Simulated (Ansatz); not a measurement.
# A hypothetical structure for Zn2Si3Ni, part 2 of 2

This structure for Zn2Si3Ni is made up. Its elements were placed in a known structure type with a cell scaled to their sizes. What cell does the guess relax to, and how far off was it?

Ansatz 0.2.0; DFT, PBE, plane-wave PAW, files of the set soft_1, scalar-relativistic, ferromagnetic start, cell and ions relaxed at zero pressure; PAW set soft_1 (the session's first sound run).

So far: The structure; Relaxing cell and atoms. The relaxed cell has a = 4.088, c = 6.099 Å (conventional setting).

### Step 3. Electronic structure of the relaxed cell

A second self-consistent run takes a narrower smearing and the mesh shown in its input; the bands follow along the standard path of the relaxed lattice.

This step: DFT, PBE, plane-wave PAW, files of the set soft_1, scalar-relativistic, no spin, bands and density of states at the relaxed cell; PAW set soft_1 (Ansatz 0.2.0).

input.yaml

```yaml
crystal:
  lattice:
    - [4.0876413107, 0.0, 0.0]
    - [-2.0438206553, 3.5400012166, 0.0]
    - [0.0, 0.0, 6.0989847015]
  atoms:
    - { symbol: Zn, position: [0.3333333333, 0.6666666667, 0.7818060405] }
    - { symbol: Zn, position: [0.3333333333, 0.6666666667, 0.2181939595] }
    - { symbol: Ni, position: [0.6666666667, 0.3333333333, 0.0] }
    - { symbol: Si, position: [0.0, 0.0, 0.5] }
    - { symbol: Si, position: [0.0, 0.0, 0.0] }
    - { symbol: Si, position: [0.6666666667, 0.3333333333, 0.5] }
kpoints:
  mp_grid: { grid: [10, 10, 6] }
  band_path:
    path:
      - [[0.0, 0.0, 0.0], [0.5, 0.0, 0.0], [0.33333333, 0.33333333, 0.0], [0.0, 0.0, 0.0], [0.0, 0.0, 0.5], [0.5, 0.0, 0.5], [0.33333333, 0.33333333, 0.5], [0.0, 0.0, 0.5]]
      - [[0.5, 0.0, 0.5], [0.5, 0.0, 0.0]]
      - [[0.33333333, 0.33333333, 0.0], [0.33333333, 0.33333333, 0.5]]
    npoints: 8
scf:
  occupations: { method: fermi_dirac, width: 0.03 }
  n_extra_bands: 10
hamiltonian:
  xc: pbe
  pseudopotentials: { kind: paw, azcp: { folder: soft_1 } }
output:
  forces: true
  stress: true
  write_bands: true
  dos: { projected: true }
  write_density: true
  write_potential: true
  elf: true
  volumetric_format: npy
```

The run is started by

```bash
$ ansatz run input.yaml --threads 4 --pin off --max-ram 10240MiB --backend cpu --events-out ev --progress --plain --runs-dir out
```

Numbers of over 12 decimals in the logs are rounded to 6 here.

What it wrote:

```text
[...]
Crystal: 6 atoms, lattice volume = 88.254 Å³
Basis set: ecut = 420 eV, 1725 PW (Γ), exchange–correlation on 60×60×90 points (8 copies of the dense FFT grid, shifted against one another)
Bands: 37, of which v1, the nominal top of the filled ones, is band 27 counted from 1 (26 counted from 0)
Symmetry: 12 space group operations
[...]
k-points: 56 of 600 (time reversal used)
[...]
SCF iter   1: F=—  HF=-14385.304627 eV  |F-HF|=—  |Δ(HF+E_count)|=         —  Δρ=9.05e-2  dr2=8.65e0  ethr=3.10e-3  ⟨swp⟩=6.8  Hψ=9968  notcnv=0  defer=6
[...]
SCF iter  10: F=-14383.965692 eV  HF=-14383.965692 eV  |F-HF|=2.77e-8  |Δ(HF+E_count)|=   4.20e-7  Δρ=7.15e-6  dr2=5.19e-8  ethr=1.85e-10  ⟨swp⟩=13.9  Hψ=16524  notcnv=0
SCF 1 converged in 10 iterations: F = -14383.965692 eV  dr2 = 5.19e-8
[...]
NSCF: frozen V_eff on 75 k-points
SCF converged after 10 iterations
Free energy (F): -14383.965692 eV
[...]
Internal energy: -14383.961080 eV  (E = F + TS)
E sigma→0 (E₀):  -14383.963386 eV
Entropy (-TS):   -0.004611 eV (-0.769 meV/atom)
Fermi energy:    11.045874 eV
[...]
--- Forces (eV/Å), atoms counted from 1 ---
  atom   1  Zn     0.00000000     0.00000000     0.06770530
  atom   2  Zn     0.00000000     0.00000000    -0.06770530
  atom   3  Ni     0.00000000     0.00000000     0.00000000
  atom   4  Si    -0.00000000    -0.00000000     0.00000000
  atom   5  Si     0.00000000     0.00000000     0.00000000
  atom   6  Si     0.00000000     0.00000000     0.00000000
  max |Σ_I F_I| component: 3.19e-16 eV/Å
--- Stress (GPa, compression-positive) ---
        0.091419      -0.000000      -0.000000
       -0.000000       0.091419      -0.000000
       -0.000000      -0.000000      -0.211511
  P = ⅓ Tr σ = -0.0096 GPa (-0.096 kbar)
--- Band table (eV; the first three rows and the last of 56) ---
  k-point 0: bands = [... 23 lower, 9.2757, 10.3770, 11.3666, 11.3666, 12.4614, 12.6650, 13.1132, 13.1132, ... 6 higher]
  k-point 1: bands = [... 23 lower, 9.3228, 10.2447, 11.4255, 11.4255, 11.7574, 12.8652, 13.0314, 13.0314, ... 6 higher]
  k-point 2: bands = [... 23 lower, 9.3905, 10.0123, 10.9275, 11.5850, 11.5850, 12.2607, 12.8847, 12.8847, ... 6 higher]
  k-point 55: bands = [... 23 lower, 9.0891, 9.1067, 11.1275, 11.5429, 12.3740, 12.5489, 12.9670, 13.2015, ... 6 higher]
```

Run time: 8.4 s. Hardware: 4 threads of AMD EPYC 7B13 (Zen 3), shared host; peak memory 0.56 GiB; 30 s of CPU time.

This step gave:

```
free energy             : -14383.9657 eV
energy at zero smearing : -14383.9634 eV
smearing term TS        : 0.004611 eV
Fermi energy            : 11.05 eV
pressure                : -0.009558 GPa
```

From bands.tsv, the bands that come nearest the Fermi level along the path, at its corners, in eV from the Fermi level:

```
point  band 24  band 25  band 26  band 27  band 28  band 29  band 30  band 31
    Γ    -1.77    -0.67     0.32     0.32     1.42     1.62     2.07     2.07
    M    -2.08    -1.89    -1.38    -0.98    -0.66     1.94     2.30     2.88
    K    -2.22    -1.59    -1.51    -1.02    -0.39     2.50     3.44     3.61
    Γ    -1.77    -0.67     0.32     0.32     1.42     1.62     2.07     2.07
    A    -1.63    -0.75    -0.75     0.65     0.65     1.01     1.77     1.77
    L    -2.05    -1.67    -1.62    -0.43     0.10     0.82     1.27     1.73
    H    -1.98    -1.97     0.20     0.65     1.55     1.56     1.65     1.92
    A    -1.63    -0.75    -0.75     0.65     0.65     1.01     1.77     1.77
    L    -2.05    -1.67    -1.62    -0.43     0.10     0.82     1.27     1.73
    M    -2.08    -1.89    -1.38    -0.98    -0.66     1.94     2.30     2.88
    K    -2.22    -1.59    -1.51    -1.02    -0.39     2.50     3.44     3.61
    H    -1.98    -1.97     0.20     0.65     1.55     1.56     1.65     1.92
```

States per cell as run, both spins, in windows of 1 eV, from dos.tsv (zero at the Fermi level):

```
from  to  total
  -8  -7  18.59
  -7  -6   2.23
  -6  -5   1.85
  -5  -4   2.46
  -4  -3   2.41
  -3  -2   5.05
  -2  -1   4.93
  -1   0   3.43
   0   1   2.13
   1   2   2.81
   2   3   2.29
   3   4   2.58
```

A further 13.1 states lie below the table's range.

Force by atom:

```csv
atom,x (eV/Å),y (eV/Å),z (eV/Å),size
Zn1,0.0000,0.0000,0.0677,0.0677
Zn2,0.0000,0.0000,-0.0677,0.0677
Ni3,0.0000,0.0000,0.0000,0.0000
Si4,0.0000,0.0000,0.0000,0.0000
Si5,0.0000,0.0000,0.0000,0.0000
Si6,0.0000,0.0000,0.0000,0.0000
```

Valence density in the ac plane at fractional y = 0.333, with atoms of Ni and Si within 0.2 Å of it. It is the smooth field of the valence electrons, not physical close to the nuclei.

Ten steps, logarithmic in the rise over the least value, from '_' (0 e/Å³) to '@' (51 e/Å³), each cell a mean:
```
____________..--##%%##++..__
______________..==++==::____
________________......______
____________________________
____________________________
____________________________
____________________________
____________________________
____________________________
____________________________
____________________________
____________________________
____________________________
____________________________
____________________________
____________________________
__________________..________
______________..::----..____
____________..--**%%##==..__
____________..==%%@@%%++..__
```
Columns run along a (4.1 Å), rows up along c (6.1 Å). Atoms in or near the plane, at fractional coordinates: Ni at (0.67, 0.00), Si at (0.67, 0.50).

ELF in the ac plane at fractional y = 0.333, with atoms of Ni and Si within 0.2 Å of it. It is the smooth field of the valence electrons, not physical close to the nuclei.

Ten even steps from '0' (0.17) to '9' (0.96), each cell a mean:
```
34444200587201
33333200132001
22122100000001
11001100000001
00000000111000
00000012333210
11111134555432
32223356544554
43334566333566
54345675454477
54334675343476
33223466434565
21112245555543
00000112344311
00000001111100
00000000000000
11111100000001
33333200010001
34444200475101
45554201798301
```
Columns run along a (4.1 Å), rows up along c (6.1 Å). Atoms in or near the plane, at fractional coordinates: Ni at (0.67, 0.00), Si at (0.67, 0.50).

Electrostatic potential energy in the ac plane at fractional y = 0.333, with atoms of Ni and Si within 0.2 Å of it. With pseudopotentials it is smooth inside the atoms' cores, unlike the true potential.

Ten even steps from '_' (-23 eV) to '@' (13 eV), each cell a mean:
```
@@@@%%%%@@@@**--**@@##--++%%
@@@@%%@@@@@@%%++--==----##@@
@@@@@@@@@@@@@@%%**++**##@@@@
@@@@@@@@@@@@@@@@@@@@@@@@@@@@
@@@@@@@@@@@@@@@@@@@@@@@@@@@@
@@@@@@@@@@@@@@@@@@@@@@@@@@@@
@@@@@@@@@@@@@@%%##**##%%@@@@
@@@@@@@@@@@@%%++::__..==##@@
@@@@%%@@@@%%**::__..____**%%
@@%%%%%%@@%%++__::##==__==%%
@@@@%%%%@@%%**....==::__++%%
@@@@@@@@@@@@##==______::##%%
@@@@@@@@@@@@%%##++==++##%%@@
@@@@@@@@@@@@@@@@%%%%%%@@@@@@
@@@@@@@@@@@@@@@@@@@@@@@@@@@@
@@@@@@@@@@@@@@@@@@@@@@@@@@@@
@@@@@@@@@@@@@@@@######%%@@@@
@@@@@@@@@@@@%%**------++%%@@
@@@@%%%%@@@@##--++##**--**%%
@@%%%%%%@@@@**::%%@@@@====%%
```
Columns run along a (4.1 Å; values clipped at the 3rd and 97th percentile), rows up along c (6.1 Å). Atoms in or near the plane, at fractional coordinates: Ni at (0.67, 0.00), Si at (0.67, 0.50).

### Step 4. Summary of results

```yaml
space_group_relaxed: P-6m2
conventional_cell: a = 4.088, b = 4.088, c = 6.099 Å; α = 90.0°, β = 90.0°, γ = 120.0°
volume_per_atom: 14.71 Å³ (guess 12.78)
total_moment: 0.00 μB in the cell of 6 atoms
```

In words: Zn2Si3Ni relaxes to P-6m2 with a = 4.088, b = 4.088 and c = 6.099 Å. The guessed volume was 13 % too small. The space group P-6m2 was held in the relaxation, so the end point is a stationary structure within it and may be a saddle against distortions or other arrangements. The moments died out from this one start and weren't seeded again at the relaxed cell. Bands cross the Fermi level, so it is a metal or semimetal at this level. On the 10×10×6 mesh with the narrower smearing (relaxed on 9×9×4) the largest force component is 0.068 eV/Å and the largest stress component is 0.212 GPa, against the relaxation's thresholds of 0.015 eV/Å and 0.05 GPa. The cutoff wasn't tested. A vector of the cell changed its length by 20 %, more than the volume shows. No dispersion term is used, so weakly bound directions may come out too long. Nothing here tests whether the compound is stable against decomposition.

[Logs are printed without paths, hosts, clocks, repeated set-up lines and the standing remarks that a program may print on its own settings, such as how far it seeks lower states.]

[Hosts, paths, dates, database ids (printed as entryN), source tags and the programs' standing remarks are cut or masked in the printed files.]
